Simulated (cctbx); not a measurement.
# What resolution and counting buy: LuTiGa14

Space group Imma (no. 74), a = 7.6950 Å, b = 13.7690 Å, c = 10.8190 Å, α = 90.00°, β = 90.00°, γ = 90.00°.

| atom | mult. | x | y | z | Ueq (Å²) |
| --- | --- | --- | --- | --- | --- |
| Lu1 | 4 | 1/2 | 3/4 | 0.1535 | 0.0061 |
| Ga1 | 16 | 0.2430 | 0.0795 | 0.0495 | 0.0113 |
| Ga2 | 16 | 0.6692 | 0.0642 | 0.6631 | 0.0082 |
| Ga3 | 8 | 0 | 0.9074 | 0.8332 | 0.0109 |
| Ga4 | 8 | 1/2 | 0.3523 | 0.1276 | 0.0085 |
| Ga5 | 8 | 0 | 0.3354 | 0.9652 | 0.0159 |
| Ti1 | 4 | 3/4 | 1/4 | 1/4 | 0.0087 |

This is a model crystal, built by substitution and not relaxed, with assumed displacement parameters.

Five simulated data sets (cctbx; Ag Kα, λ = 0.56087 Å; 2 % proportional error) differ in resolution or exposure (noise floor 15 counts in the first three, 8 in the last two). Each is refined with the right model, isotropic at 1.1 Å and anisotropic otherwise. How do the figures of merit and the uncertainties move?

```csv
d min (Å),top counts,"⟨I/σ⟩ (unmerged, absences included)",unique,param. (scale apart),Rint,R1,GooF,largest s.u. xyz (fractional),s.u. U of Ti1 (Å²),largest error (Å)
1.1,40000,11.2,256,20,0.020,0.0171,2.00,0.00016,0.0010,0.0042
0.84,40000,9.8,566,44,0.021,0.0108,0.93,0.00005,0.0006,0.0011
0.6,40000,7.4,1482,44,0.027,0.0135,0.91,0.00003,0.0003,0.0008
0.75,300,0.5,782,44,0.431,0.1031,0.94,0.00102,0.0081,0.0183
0.75,3000,2.8,782,44,0.080,0.0343,0.94,0.00017,0.0015,0.0028
```

GooF reaches 2 where the model lacks something that the data hold (anisotropy at the isotropic level, for one). The s.u. of U for Ti1 goes 0.0010, 0.0006, 0.0003 Å² with resolution and 0.0081, 0.0015 Å² with exposure.

The 1.1 Å row also differs in its displacement model, so it isn't a clean test of resolution.

Hardware for the 0.6 Å refinement: 0.39 s on 1 thread of Arm Neoverse V2, with other jobs on the host, peak memory 0.09 GiB.

[Logs are printed without paths, hosts, clocks, repeated set-up lines and the standing remarks that a program may print on its own settings, such as how far it seeks lower states.]
